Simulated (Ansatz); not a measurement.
## YMg2Si2: relaxing a made-up structure

This structure for YMg2Si2 is made up. Its elements were placed in a known structure type with a cell scaled to their sizes. What cell does the guess relax to, and how far off was it?

Method: DFT, PBE, plane-wave PAW, files of the set soft_1, scalar-relativistic, no spin, cell and ions relaxed at zero pressure; PAW set soft_1, in the first sound run; inputs show where later runs differ, in Ansatz 0.2.0.

**1. Set-up**

Symmetry: I4/mmm, No. 139, tetragonal system. The conventional cell has a = 4.219 Å, b = 4.219 Å, c = 10.981 Å, α = 90.00°, β = 90.00°, γ = 90.00°. Nearest to Y lie 8 Si at 3.30 Å and 8 Mg at 3.46 Å. Si has 4 Mg at 2.50 Å and 1 Si at 2.82 Å and 4 Y at 3.30 Å nearest. Mg has 4 Si at 2.50 Å and 4 Mg at 2.98 Å and 4 Y at 3.46 Å nearest. Farther neighbours are not listed.

**2. Relaxing cell and atoms**

The guessed cell has no reason to be at equilibrium. It is relaxed with the atoms, within the space group of the guess.

The input, input.yaml:

```yaml
crystal:
  lattice:
    - [-2.1095, 2.1095, 5.4905]
    - [2.1095, -2.1095, 5.4905]
    - [2.1095, 2.1095, -5.4905]
  atoms:
    - { symbol: "Y", position: [0.0, 0.0, 0.0] }
    - { symbol: Si, position: [0.6284, 0.6284, 0.0] }
    - { symbol: Si, position: [0.3716, 0.3716, 0.0] }
    - { symbol: Mg, position: [0.25, 0.75, 0.5] }
    - { symbol: Mg, position: [0.75, 0.25, 0.5] }
kpoints:
  mp_grid: { grid: [9, 9, 9] }
scf:
  occupations: { method: fermi_dirac, width: 0.05 }
hamiltonian:
  xc: pbe
  pseudopotentials: { kind: paw, azcp: { folder: soft_1 } }
relax:
  f_tol: 0.015
  max_steps: 70
  cell: {}
output:
  forces: true
  stress: true
```

The run is started by

```bash
> ansatz run input.yaml --threads 4 --pin off --max-ram 8192MiB --backend cpu --events-out ev --progress --plain --runs-dir out
```

Numbers of over 12 decimals in the logs are rounded to 6 here.

Log:

```text
basis.fft_grid_basis auto: the FFT boxes are laid along the combinations [[1, 0, 1], [0, 1, 1], [0, 0, 1]] of the cell's own vectors, 4.219, 4.219 and 6.249 Å long. The dense box has 30×30×45 points. Along the cell's own vectors, as sized, it would have 45×45×45, 2.25 times as many. Of the 16 symmetry operations that the crystal satisfies within crystal.symmetry.tolerance (time reversal apart; of a slab, those that k [...]
Engine: ansatz 0.2.0, aarch64-unknown-linux-gnu
Pseudopotentials: kind: paw
Pseudopotential: Y, paw, valence charge 11, recommended cutoff 420 eV (normal), soft_1/Y.paw.azcp
Pseudopotential: Si, paw, valence charge 4, recommended cutoff 420 eV (normal), soft_1/Si.paw.azcp
Pseudopotential: Mg, paw, valence charge 10, recommended cutoff 420 eV (normal), soft_1/Mg.paw.azcp
Functional definition: PBE
  parameter kappa = 0.804
  parameter beta = 0.066725
  exchange = pbe_x(kappa = kappa, mu = beta*pi^2/3)
  correlation = pbe_c(beta = beta)
Crystal: 5 atoms, lattice volume = 97.731 Å³
Basis set: ecut = 420 eV, 1903 PW (Γ), FFT grids on a1+a3, a2+a3, a3, exchange–correlation on 60×60×90 points (8 copies of the dense FFT grid, shifted against one another)
Bands: 25, of which v1, the nominal top of the filled ones, is band 20 counted from 1 (19 counted from 0)
Symmetry: 16 space group operations
Space group: I4/mmm (ITA 139), of the structure as read, at distance tolerance 4.6e-5 Å
k-points: 75 of 729
Non-local potential: Y, projectors of the file, l = 0: 3, l = 1: 2, l = 2: 2, l = 3: 1
Non-local potential: Si, projectors of the file, l = 0: 2, l = 1: 2, l = 2: 1
Non-local potential: Mg, projectors of the file, l = 0: 3, l = 1: 2, l = 2: 1
PAW form: soft (Blöchl's): semilocal exchange-correlation on the pseudo side does not see the compensation charge
PAW one-centre angular grid: Y, 590 points (default); XC on 64 Gauss nodes
PAW one-centre angular grid: Si, 110 points (default); XC on 64 Gauss nodes
PAW one-centre angular grid: Mg, 110 points (default); XC on 64 Gauss nodes
Initial density: superposition of atomic densities (chi_scale 0.1, normalization cell, long waves kept (reshape's long-wave potential 0.00 eV rms))
Initial wavefunctions: pseudopotential atomic-orbital guess
Functional: x = pbe(κ = 0.804, μ = 0.219515), c = pbe(β = 0.066725)
SCF iter   1: F=—  HF=-8968.973773 eV  |F-HF|=—  |Δ(HF+E_count)|=         —  Δρ=2.63e-2  dr2=1.24e0  ethr=3.10e-3  ⟨swp⟩=6.3  Hψ=9543  notcnv=0
preconditioner: auto → Kerker (q_TF=auto, 2.341 Å⁻¹)  [metal: Δε(μ)=0.048 eV  Ē_g=6.367 eV  σ=0.050 eV  W_gap=0.23  n_scr=24 (ndim 8)  ℏωp=14.5 eV  f_vac=0.000  D(μ)=2.17/eV (n_scr^D=10)]
SCF iter   2: F=—  HF=-8968.778580 eV  |F-HF|=—  |Δ(HF+E_count)|=   1.95e-1  Δρ=1.59e-2  dr2=3.96e-1  ethr=3.10e-3  ⟨swp⟩=1.1  Hψ=2489  notcnv=0
SCF iter   3: F=—  HF=-8968.704456 eV  |F-HF|=—  |Δ(HF+E_count)|=   7.41e-2  Δρ=2.61e-3  dr2=6.49e-3  ethr=1.02e-3  ⟨swp⟩=2.8  Hψ=2854  notcnv=0  defer=30
SCF iter   4: F=—  HF=-8968.704579 eV  |F-HF|=—  |Δ(HF+E_count)|=   1.23e-4  Δρ=6.85e-4  dr2=6.11e-4  ethr=1.67e-5  ⟨swp⟩=2.5  Hψ=3224  notcnv=0  defer=30
SCF iter   5: F=—  HF=-8968.704409 eV  |F-HF|=—  |Δ(HF+E_count)|=   1.71e-4  Δρ=1.57e-4  dr2=2.57e-5  ethr=1.57e-6  ⟨swp⟩=2.0  Hψ=3302  notcnv=0  defer=30
SCF iter   6: F=—  HF=-8968.704437 eV  |F-HF|=—  |Δ(HF+E_count)|=   2.79e-5  Δρ=4.09e-5  dr2=2.32e-6  ethr=6.58e-8  ⟨swp⟩=2.0  Hψ=3361  notcnv=0  defer=30
SCF iter   7: F=-8968.704437 eV  HF=-8968.704437 eV  |F-HF|=1.47e-8  |Δ(HF+E_count)|=   3.04e-8  Δρ=7.86e-6  dr2=8.69e-8  ethr=2.56e-10  ⟨swp⟩=3.9  Hψ=7284  notcnv=0
SCF 1 converged in 7 iterations: F = -8968.704437 eV  dr2 = 8.69e-8
  greatest PAW one-centre occupation: 1.000 electrons in one spin orbital (limit 2), on the Mg atom at site 4 (counted from 0), in its partial waves of l = 0
relax step   1: F+E_penalty+E_count = -8968.70443654 eV  Δ(F+E_penalty+E_count) = +0.000e0 eV  max|allowed force component| = 3.091e0 eV/Å  Δτ_max = 0.0000 Å  P = +6.107 GPa  Ω = 97.731 Å³  (7 SCF iters, dr2 threshold 1.00e-7 eV, accepted)
Crystal: 5 atoms, lattice volume = 98.053 Å³
Basis set: ecut = 420 eV, 1915 PW (Γ), FFT grids on a1+a3, a2+a3, a3, exchange–correlation on 60×60×90 points (8 copies of the dense FFT grid, shifted against one another)
Initial density: handed on by an earlier stage of this run
Initial wavefunctions: those handed on with the density
iter 1 solved again at ethr=7.59e-4 eV; its pass at ethr=3.10e-3 eV (dr2=2.96e-1 eV) is discarded
SCF iter   1: F=—  HF=-8969.662153 eV  |F-HF|=—  |Δ(HF+E_count)|=         —  Δρ=8.58e-3  dr2=3.08e-1  ethr=7.59e-4  ⟨swp⟩=1.0  Hψ=11035  notcnv=0
preconditioner: auto → Kerker (q_TF=auto, 2.340 Å⁻¹)  [metal: Δε(μ)=0.028 eV  Ē_g=6.121 eV  σ=0.050 eV  W_gap=0.14  n_scr=24 (ndim 8)  ℏωp=14.5 eV  f_vac=0.000  D(μ)=1.72/eV (n_scr^D=10)]
SCF iter   2: F=—  HF=-8969.613719 eV  |F-HF|=—  |Δ(HF+E_count)|=   4.84e-2  Δρ=5.12e-3  dr2=1.12e-1  ethr=7.59e-4  ⟨swp⟩=1.9  Hψ=2192  notcnv=0
SCF iter   3: F=—  HF=-8969.587629 eV  |F-HF|=—  |Δ(HF+E_count)|=   2.61e-2  Δρ=8.47e-4  dr2=1.92e-3  ethr=2.86e-4  ⟨swp⟩=2.5  Hψ=2812  notcnv=0
SCF iter   4: F=—  HF=-8969.587159 eV  |F-HF|=—  |Δ(HF+E_count)|=   4.71e-4  Δρ=3.23e-4  dr2=1.59e-4  ethr=4.93e-6  ⟨swp⟩=2.0  Hψ=2361  notcnv=0
SCF iter   5: F=—  HF=-8969.587119 eV  |F-HF|=—  |Δ(HF+E_count)|=   3.97e-5  Δρ=9.60e-5  dr2=7.71e-6  ethr=4.08e-7  ⟨swp⟩=2.0  Hψ=3327  notcnv=0
SCF iter   6: F=—  HF=-8969.587113 eV  |F-HF|=—  |Δ(HF+E_count)|=   6.16e-6  Δρ=2.69e-5  dr2=7.62e-7  ethr=1.98e-8  ⟨swp⟩=2.0  Hψ=3302  notcnv=0
SCF iter   7: F=-8969.587113 eV  HF=-8969.587113 eV  |F-HF|=5.67e-9  |Δ(HF+E_count)|=   1.15e-8  Δρ=6.07e-6  dr2=2.73e-8  ethr=1.28e-9  ⟨swp⟩=4.0  Hψ=5935  notcnv=0
SCF 2 converged in 7 iterations: F = -8969.587113 eV  dr2 = 2.73e-8
relax step   2: F+E_penalty+E_count = -8969.58711289 eV  Δ(F+E_penalty+E_count) = -8.827e-1 eV  max|allowed force component| = 1.111e0 eV/Å  Δτ_max = 0.1949 Å  P = +2.907 GPa  Ω = 98.053 Å³  energy of the carried Pulay correction = -1.601e-5 eV  (7 SCF iters, dr2 threshold 5.00e-7 eV, accepted)
Crystal: 5 atoms, lattice volume = 98.958 Å³
Basis set: ecut = 420 eV, 1927 PW (Γ), FFT grids on a1+a3, a2+a3, a3, exchange–correlation on 60×60×90 points (8 copies of the dense FFT grid, shifted against one another)
iter 1 solved again at ethr=6.66e-4 eV; its pass at ethr=3.10e-3 eV (dr2=2.60e-1 eV) is discarded
SCF iter   1: F=—  HF=-8969.786923 eV  |F-HF|=—  |Δ(HF+E_count)|=         —  Δρ=7.51e-3  dr2=2.61e-1  ethr=6.66e-4  ⟨swp⟩=1.0  Hψ=10817  notcnv=0
preconditioner: auto → Kerker (q_TF=auto, 2.336 Å⁻¹)  [metal: Δε(μ)=0.005 eV  Ē_g=6.227 eV  σ=0.050 eV  W_gap=0.02  n_scr=24 (ndim 8)  ℏωp=14.5 eV  f_vac=0.000  D(μ)=2.10/eV (n_scr^D=10)]
SCF iter   2: F=—  HF=-8969.748679 eV  |F-HF|=—  |Δ(HF+E_count)|=   3.82e-2  Δρ=4.54e-3  dr2=1.01e-1  ethr=6.66e-4  ⟨swp⟩=1.8  Hψ=2041  notcnv=0
SCF iter   3: F=—  HF=-8969.727189 eV  |F-HF|=—  |Δ(HF+E_count)|=   2.15e-2  Δρ=7.10e-4  dr2=1.04e-3  ethr=2.58e-4  ⟨swp⟩=2.8  Hψ=2839  notcnv=0
SCF iter   4: F=—  HF=-8969.726923 eV  |F-HF|=—  |Δ(HF+E_count)|=   2.67e-4  Δρ=2.51e-4  dr2=1.41e-4  ethr=2.67e-6  ⟨swp⟩=2.5  Hψ=2830  notcnv=0
SCF iter   5: F=—  HF=-8969.726911 eV  |F-HF|=—  |Δ(HF+E_count)|=   1.18e-5  Δρ=6.35e-5  dr2=3.91e-6  ethr=3.61e-7  ⟨swp⟩=2.7  Hψ=3225  notcnv=0
SCF iter   6: F=-8969.726909 eV  HF=-8969.726909 eV  |F-HF|=7.71e-8  |Δ(HF+E_count)|=   1.79e-6  Δρ=2.40e-5  dr2=4.99e-7  ethr=1.28e-9  ⟨swp⟩=4.8  Hψ=6823  notcnv=0
SCF 3 converged in 6 iterations: F = -8969.726909 eV  dr2 = 4.99e-7
relax step   3: F+E_penalty+E_count = -8969.72690903 eV  Δ(F+E_penalty+E_count) = -1.398e-1 eV  max|allowed force component| = 1.044e0 eV/Å  Δτ_max = 0.1417 Å  P = +2.028 GPa  Ω = 98.958 Å³  energy of the carried Pulay correction = -6.068e-5 eV  (6 SCF iters, dr2 threshold 5.00e-7 eV, accepted)
Crystal: 5 atoms, lattice volume = 103.958 Å³
Basis set: ecut = 420 eV, 1999 PW (Γ), FFT grids on a1+a3, a2+a3, a3, exchange–correlation on 60×60×90 points (8 copies of the dense FFT grid, shifted against one another)
iter 1 solved again at ethr=1.63e-4 eV; its pass at ethr=3.10e-3 eV (dr2=6.37e-2 eV) is discarded
SCF iter   1: F=—  HF=-8969.774886 eV  |F-HF|=—  |Δ(HF+E_count)|=         —  Δρ=4.36e-3  dr2=6.38e-2  ethr=1.63e-4  ⟨swp⟩=1.0  Hψ=10466  notcnv=0
preconditioner: auto → Kerker (q_TF=auto, 2.317 Å⁻¹)  [metal: Δε(μ)=0.017 eV  Ē_g=6.048 eV  σ=0.050 eV  W_gap=0.08  n_scr=24 (ndim 8)  ℏωp=14.1 eV  f_vac=0.000  D(μ)=2.20/eV (n_scr^D=10)]
SCF iter   2: F=—  HF=-8969.764130 eV  |F-HF|=—  |Δ(HF+E_count)|=   1.08e-2  Δρ=2.67e-3  dr2=2.41e-2  ethr=1.63e-4  ⟨swp⟩=1.1  Hψ=1881  notcnv=0
SCF iter   3: F=—  HF=-8969.758386 eV  |F-HF|=—  |Δ(HF+E_count)|=   5.74e-3  Δρ=3.65e-4  dr2=1.70e-4  ethr=6.19e-5  ⟨swp⟩=2.0  Hψ=2761  notcnv=0
SCF iter   4: F=—  HF=-8969.758414 eV  |F-HF|=—  |Δ(HF+E_count)|=   2.79e-5  Δρ=1.45e-4  dr2=2.84e-5  ethr=4.37e-7  ⟨swp⟩=2.0  Hψ=3075  notcnv=0
SCF iter   5: F=—  HF=-8969.758404 eV  |F-HF|=—  |Δ(HF+E_count)|=   1.05e-5  Δρ=3.16e-5  dr2=2.66e-6  ethr=7.27e-8  ⟨swp⟩=2.0  Hψ=3284  notcnv=0
SCF iter   6: F=-8969.758403 eV  HF=-8969.758403 eV  |F-HF|=4.94e-8  |Δ(HF+E_count)|=   5.21e-7  Δρ=9.08e-6  dr2=1.28e-7  ethr=1.28e-9  ⟨swp⟩=4.8  Hψ=6114  notcnv=0
SCF 4 converged in 6 iterations: F = -8969.758403 eV  dr2 = 1.28e-7
relax step   4: F+E_penalty+E_count = -8969.75840298 eV  Δ(F+E_penalty+E_count) = -3.149e-2 eV  max|allowed force component| = 3.257e-1 eV/Å  Δτ_max = 0.0531 Å  P = -1.819 GPa  Ω = 103.958 Å³  energy of the carried Pulay correction = -3.002e-4 eV  (6 SCF iters, dr2 threshold 5.00e-7 eV, accepted)
Crystal: 5 atoms, lattice volume = 101.394 Å³
Basis set: ecut = 420 eV, 1967 PW (Γ), FFT grids on a1+a3, a2+a3, a3, exchange–correlation on 60×60×90 points (8 copies of the dense FFT grid, shifted against one another)
iter 1 solved again at ethr=8.26e-6 eV; its pass at ethr=3.10e-3 eV (dr2=3.22e-3 eV) is discarded
SCF iter   1: F=—  HF=-8969.784966 eV  |F-HF|=—  |Δ(HF+E_count)|=         —  Δρ=1.18e-3  dr2=3.25e-3  ethr=8.26e-6  ⟨swp⟩=1.1  Hψ=10637  notcnv=0
preconditioner: auto → Kerker (q_TF=auto, 2.327 Å⁻¹)  [metal: Δε(μ)=0.021 eV  Ē_g=6.138 eV  σ=0.050 eV  W_gap=0.10  n_scr=24 (ndim 8)  ℏωp=14.3 eV  f_vac=0.000  D(μ)=2.14/eV (n_scr^D=10)]
SCF iter   2: F=—  HF=-8969.784350 eV  |F-HF|=—  |Δ(HF+E_count)|=   6.16e-4  Δρ=7.43e-4  dr2=1.31e-3  ethr=8.26e-6  ⟨swp⟩=1.0  Hψ=1876  notcnv=0
SCF iter   3: F=—  HF=-8969.784001 eV  |F-HF|=—  |Δ(HF+E_count)|=   3.50e-4  Δρ=9.75e-5  dr2=1.26e-5  ethr=3.35e-6  ⟨swp⟩=2.0  Hψ=2345  notcnv=0
SCF iter   4: F=—  HF=-8969.784057 eV  |F-HF|=—  |Δ(HF+E_count)|=   5.67e-5  Δρ=2.27e-5  dr2=1.15e-6  ethr=3.24e-8  ⟨swp⟩=2.0  Hψ=2580  notcnv=0
SCF iter   5: F=-8969.784057 eV  HF=-8969.784057 eV  |F-HF|=9.55e-9  |Δ(HF+E_count)|=   2.48e-7  Δρ=4.52e-6  dr2=2.47e-8  ethr=1.28e-9  ⟨swp⟩=4.1  Hψ=5933  notcnv=0
SCF 5 converged in 5 iterations: F = -8969.784057 eV  dr2 = 2.47e-8
relax step   5: F+E_penalty+E_count = -8969.78405697 eV  Δ(F+E_penalty+E_count) = -2.565e-2 eV  max|allowed force component| = 1.053e-1 eV/Å  Δτ_max = 0.0080 Å  P = -0.150 GPa  Ω = 101.394 Å³  energy of the carried Pulay correction = -1.789e-4 eV  (5 SCF iters, dr2 threshold 5.00e-7 eV, accepted)
Crystal: 5 atoms, lattice volume = 101.232 Å³
iter 1 solved again at ethr=8.18e-7 eV; its pass at ethr=3.10e-3 eV (dr2=3.19e-4 eV) is discarded
SCF iter   1: F=—  HF=-8969.784860 eV  |F-HF|=—  |Δ(HF+E_count)|=         —  Δρ=3.50e-4  dr2=3.52e-4  ethr=8.18e-7  ⟨swp⟩=2.0  Hψ=9309  notcnv=0
preconditioner: auto → Kerker (q_TF=auto, 2.327 Å⁻¹)  [metal: Δε(μ)=0.007 eV  Ē_g=6.150 eV  σ=0.050 eV  W_gap=0.04  n_scr=24 (ndim 8)  ℏωp=14.3 eV  f_vac=0.000  D(μ)=2.13/eV (n_scr^D=10)]
SCF iter   2: F=—  HF=-8969.784859 eV  |F-HF|=—  |Δ(HF+E_count)|=   1.95e-6  Δρ=2.04e-4  dr2=1.18e-4  ethr=8.18e-7  ⟨swp⟩=1.2  Hψ=1892  notcnv=0
SCF iter   3: F=—  HF=-8969.784827 eV  |F-HF|=—  |Δ(HF+E_count)|=   3.18e-5  Δρ=3.30e-5  dr2=2.00e-6  ethr=3.03e-7  ⟨swp⟩=2.0  Hψ=2374  notcnv=0
SCF iter   4: F=-8969.784826 eV  HF=-8969.784826 eV  |F-HF|=2.35e-7  |Δ(HF+E_count)|=   5.65e-7  Δρ=1.37e-5  dr2=2.47e-7  ethr=1.28e-9  ⟨swp⟩=4.2  Hψ=5951  notcnv=0
SCF 6 converged in 4 iterations: F = -8969.784826 eV  dr2 = 2.47e-7
relax step   6: F+E_penalty+E_count = -8969.78482593 eV  Δ(F+E_penalty+E_count) = -7.690e-4 eV  max|allowed force component| = 4.766e-3 eV/Å  Δτ_max = 0.0050 Å  P = -0.013 GPa  Ω = 101.232 Å³  energy of the carried Pulay correction = -1.711e-4 eV  (4 SCF iters, dr2 threshold 5.00e-7 eV, accepted)
Initial wavefunctions: pseudopotential atomic-orbital guess (no wavefunctions were taken with the density)
iter 1 solved again at ethr=4.75e-8 eV; its pass at ethr=3.10e-3 eV (dr2=1.85e-5 eV) is discarded
SCF iter   1: F=—  HF=-8969.784510 eV  |F-HF|=—  |Δ(HF+E_count)|=         —  Δρ=2.96e-4  dr2=2.07e-6  ethr=4.75e-8  ⟨swp⟩=3.2  Hψ=14617  notcnv=0
preconditioner: auto → Kerker (q_TF=auto, 2.327 Å⁻¹)  [metal: Δε(μ)=0.010 eV  Ē_g=6.151 eV  σ=0.050 eV  W_gap=0.05  n_scr=24 (ndim 8)  ℏωp=14.3 eV  f_vac=0.000  D(μ)=2.14/eV (n_scr^D=10)]
SCF iter   2: F=—  HF=-8969.784883 eV  |F-HF|=—  |Δ(HF+E_count)|=   3.73e-4  Δρ=1.50e-4  dr2=5.70e-7  ethr=5.30e-9  ⟨swp⟩=2.3  Hψ=2484  notcnv=0
SCF iter   3: F=—  HF=-8969.784991 eV  |F-HF|=—  |Δ(HF+E_count)|=   1.09e-4  Δρ=3.27e-6  dr2=2.41e-8  ethr=1.46e-9  ⟨swp⟩=2.0  Hψ=2814  notcnv=0
SCF iter   4: F=—  HF=-8969.784991 eV  |F-HF|=—  |Δ(HF+E_count)|=  1.36e-10  Δρ=1.17e-6  dr2=2.23e-9  ethr=6.19e-11  ⟨swp⟩=2.0  Hψ=2307  notcnv=0
SCF iter   5: F=—  HF=-8969.784991 eV  |F-HF|=—  |Δ(HF+E_count)|=  1.07e-10  Δρ=2.80e-7  dr2=1.08e-10  ethr=5.73e-12  ⟨swp⟩=2.1  Hψ=3367  notcnv=0
SCF iter   6: F=-8969.784991 eV  HF=-8969.784991 eV  |F-HF|=5.46e-12  |Δ(HF+E_count)|=  7.28e-12  Δρ=1.16e-7  dr2=1.66e-11  ethr=1.00e-12  ⟨swp⟩=4.0  Hψ=5919  notcnv=0
SCF 7 converged in 6 iterations: F = -8969.784991 eV  dr2 = 1.66e-11
relax step   7: F+E_penalty+E_count = -8969.78499123 eV  Δ(F+E_penalty+E_count) = -1.653e-4 eV  max|allowed force component| = 4.884e-3 eV/Å  Δτ_max = 0.0000 Å  P = -0.013 GPa  Ω = 101.232 Å³  stress off target by 2.67e-2 GPa  SCF on the basis re-selected at this cell (its energy is not comparable with the rows above)  (6 SCF iters)
basis re-selected at this cell: Δ(F+E_penalty+E_count) = -1.653e-4 eV, ΔP = +0.000 GPa vs the last step (what re-selecting the basis moved, of the pressure what is left beyond the Pulay correction that the steps carried, after the strain that the cell walked since its last selection, with what the two solves' SCF thresholds leave and, on support functions, any second-order correction that the steps lacked; it is no m [...]
SCF converged after 6 iterations
Free energy (F): -8969.784991 eV
Harris-Foulkes:  -8969.784991 eV  (|F-HF|=5.46e-12)
Internal energy: -8969.767465 eV  (E = F + TS)
E sigma→0 (E₀):  -8969.776228 eV
Entropy (-TS):   -0.017526 eV (-3.505 meV/atom)
Fermi energy:    8.644736 eV
--- Per-component energies (eV) ---
  E_band       = -759.130293
  E_kinetic    = 536.609389
  E_local      = -4118.990743  (includes V_loc(G=0)·N_el)
  E_nonlocal   = 461.588116
  E_hartree    = 1429.252834
  E_xc         = -345.689690
  E_vxc        = -370.957558  (∫ρ·V_xc dr)
  E_paw        = -4439.537342  (= ΣΔE_a)
  E_vpaw       = -125.884929  (= ΣTr[D̂ρ^β])
  E_aug_tail   = -0.000226  (compensation charges beyond the density's cutoff)
  E_ewald      = -2492.999801
  E_smearing   = -0.017526  (= −TS)
  E_closure    = 0.000000  (closes the sum)
  Σ components = -8969.784991   (vs F -8969.784991, Δ=0.00e0)
--- Forces (eV/Å), atoms counted from 1 ---
  atom   1  Y     -0.00000000     0.00000000     0.00000000
  atom   2  Si     0.00000000     0.00000000     0.00488407
  atom   3  Si     0.00000000     0.00000000    -0.00488407
  atom   4  Mg     0.00000000    -0.00000000     0.00000000
  atom   5  Mg     0.00000000     0.00000000     0.00000000
  max |Σ_I F_I| component: 4.84e-17 eV/Å
--- Stress (GPa, compression-positive) ---
       -0.026676      -0.000000       0.000000
       -0.000000      -0.026676       0.000000
        0.000000       0.000000       0.014946
  P = ⅓ Tr σ = -0.0128 GPa (-0.128 kbar)
--- Relaxed structure (6 steps of the walk, 6 accepted, 1 SCFs on fresh bases) ---
  F+E_penalty+E_count = -8969.78499123 eV   max|allowed force component| = 4.884e-3 eV/Å   (the final SCF, on the basis selected at the relaxed cell)
  cell:  # Å, volume = 101.2319 Å³
    - [-2.090690, 2.090690, 5.789994]
    - [2.090690, -2.090690, 5.789994]
    - [2.090690, 2.090690, -5.789994]
  atoms:
    - { symbol: Y, position: [-1.1058250006226802e-18, -1.1058250006226798e-18, 0] }
    - { symbol: Si, position: [0.601398, 0.601398, 0] }
    - { symbol: Si, position: [0.398602, 0.398602, 0] }
    - { symbol: Mg, position: [0.250000, 0.75, 0.5] }
    - { symbol: Mg, position: [0.75, 0.250000, 0.5] }
```

Elapsed: 13 s, on 4 threads of Arm Neoverse V2, shared host; peak memory 0.49 GiB.

Step by step:

```csv
step,energy less that of the first step (eV),largest force component (eV/Å),pressure (GPa),volume (Å³)
1,0.0000,3.0914,6.11,97.73
2,-0.8827,1.1107,2.91,98.05
3,-1.0225,1.0439,2.03,98.96
4,-1.0540,0.3257,-1.82,103.96
5,-1.0796,0.1053,-0.15,101.39
6,-1.0804,0.0048,-0.01,101.23
7*,-1.0806,0.0049,-0.01,101.23
```

Relaxation steps marked * repeat the geometry before them on a plane-wave basis chosen anew for their cell, so energy and pressure can jump there.

Forces are held to the 16 operations that the run works with; a distortion that breaks them can't arise in this run.

```csv
"conventional cell, symmetrised",before,after,change
a (Å),4.219,4.181,-0.9 %
b (Å),4.219,4.181,-0.9 %
c (Å),10.981,11.580,+5.5 %
volume (Å³/atom),19.55,20.25,+3.6 %
```

The atoms that moved most (Å, as changes of fractional coordinates times the final cell):

```csv
atom,dx,dy,dz,length
Si2,0.000,0.000,-0.313,0.313
Si3,0.000,0.000,0.313,0.313
```

Final coordinates:

```xyz
5
Lattice="-2.0907 2.0907 5.7900 2.0907 -2.0907 5.7900 2.0907 2.0907 -5.7900" Properties=species:S:1:pos:R:3 pbc="T T T"
Y     0.0000    0.0000    0.0000
Si    0.0000    0.0000    6.9642
Si    0.0000    0.0000    4.6158
Mg    2.0907    0.0000    2.8950
Mg    0.0000    2.0907    2.8950
```

This step gave:

* free energy: -8969.7850 eV
* energy at zero smearing: -8969.7762 eV
* smearing term TS: 0.01753 eV
* Fermi energy: 8.645 eV
* electrons: 39
* symmetry operations: 16
* pressure: -0.01280 GPa

The shortest distance of each pair, which need not be the same contact before and after:

```csv
pair,guess (Å),relaxed (Å)
Si–Si,2.820,2.348
Mg–Si,2.497,2.708
Mg–Mg,2.983,2.957
Si–Y,3.300,3.181
Mg–Y,3.462,3.571
```

The relaxation ends with a largest force component of 0.0049 eV/Å and a pressure of -0.01 GPa.

[end of part 1 of 2]

[Logs are printed without paths, hosts, clocks, repeated set-up lines and the standing remarks that a program may print on its own settings, such as how far it seeks lower states.]

[Hosts, paths, dates, database ids (printed as entryN), source tags and the programs' standing remarks are cut or masked in the printed files.]
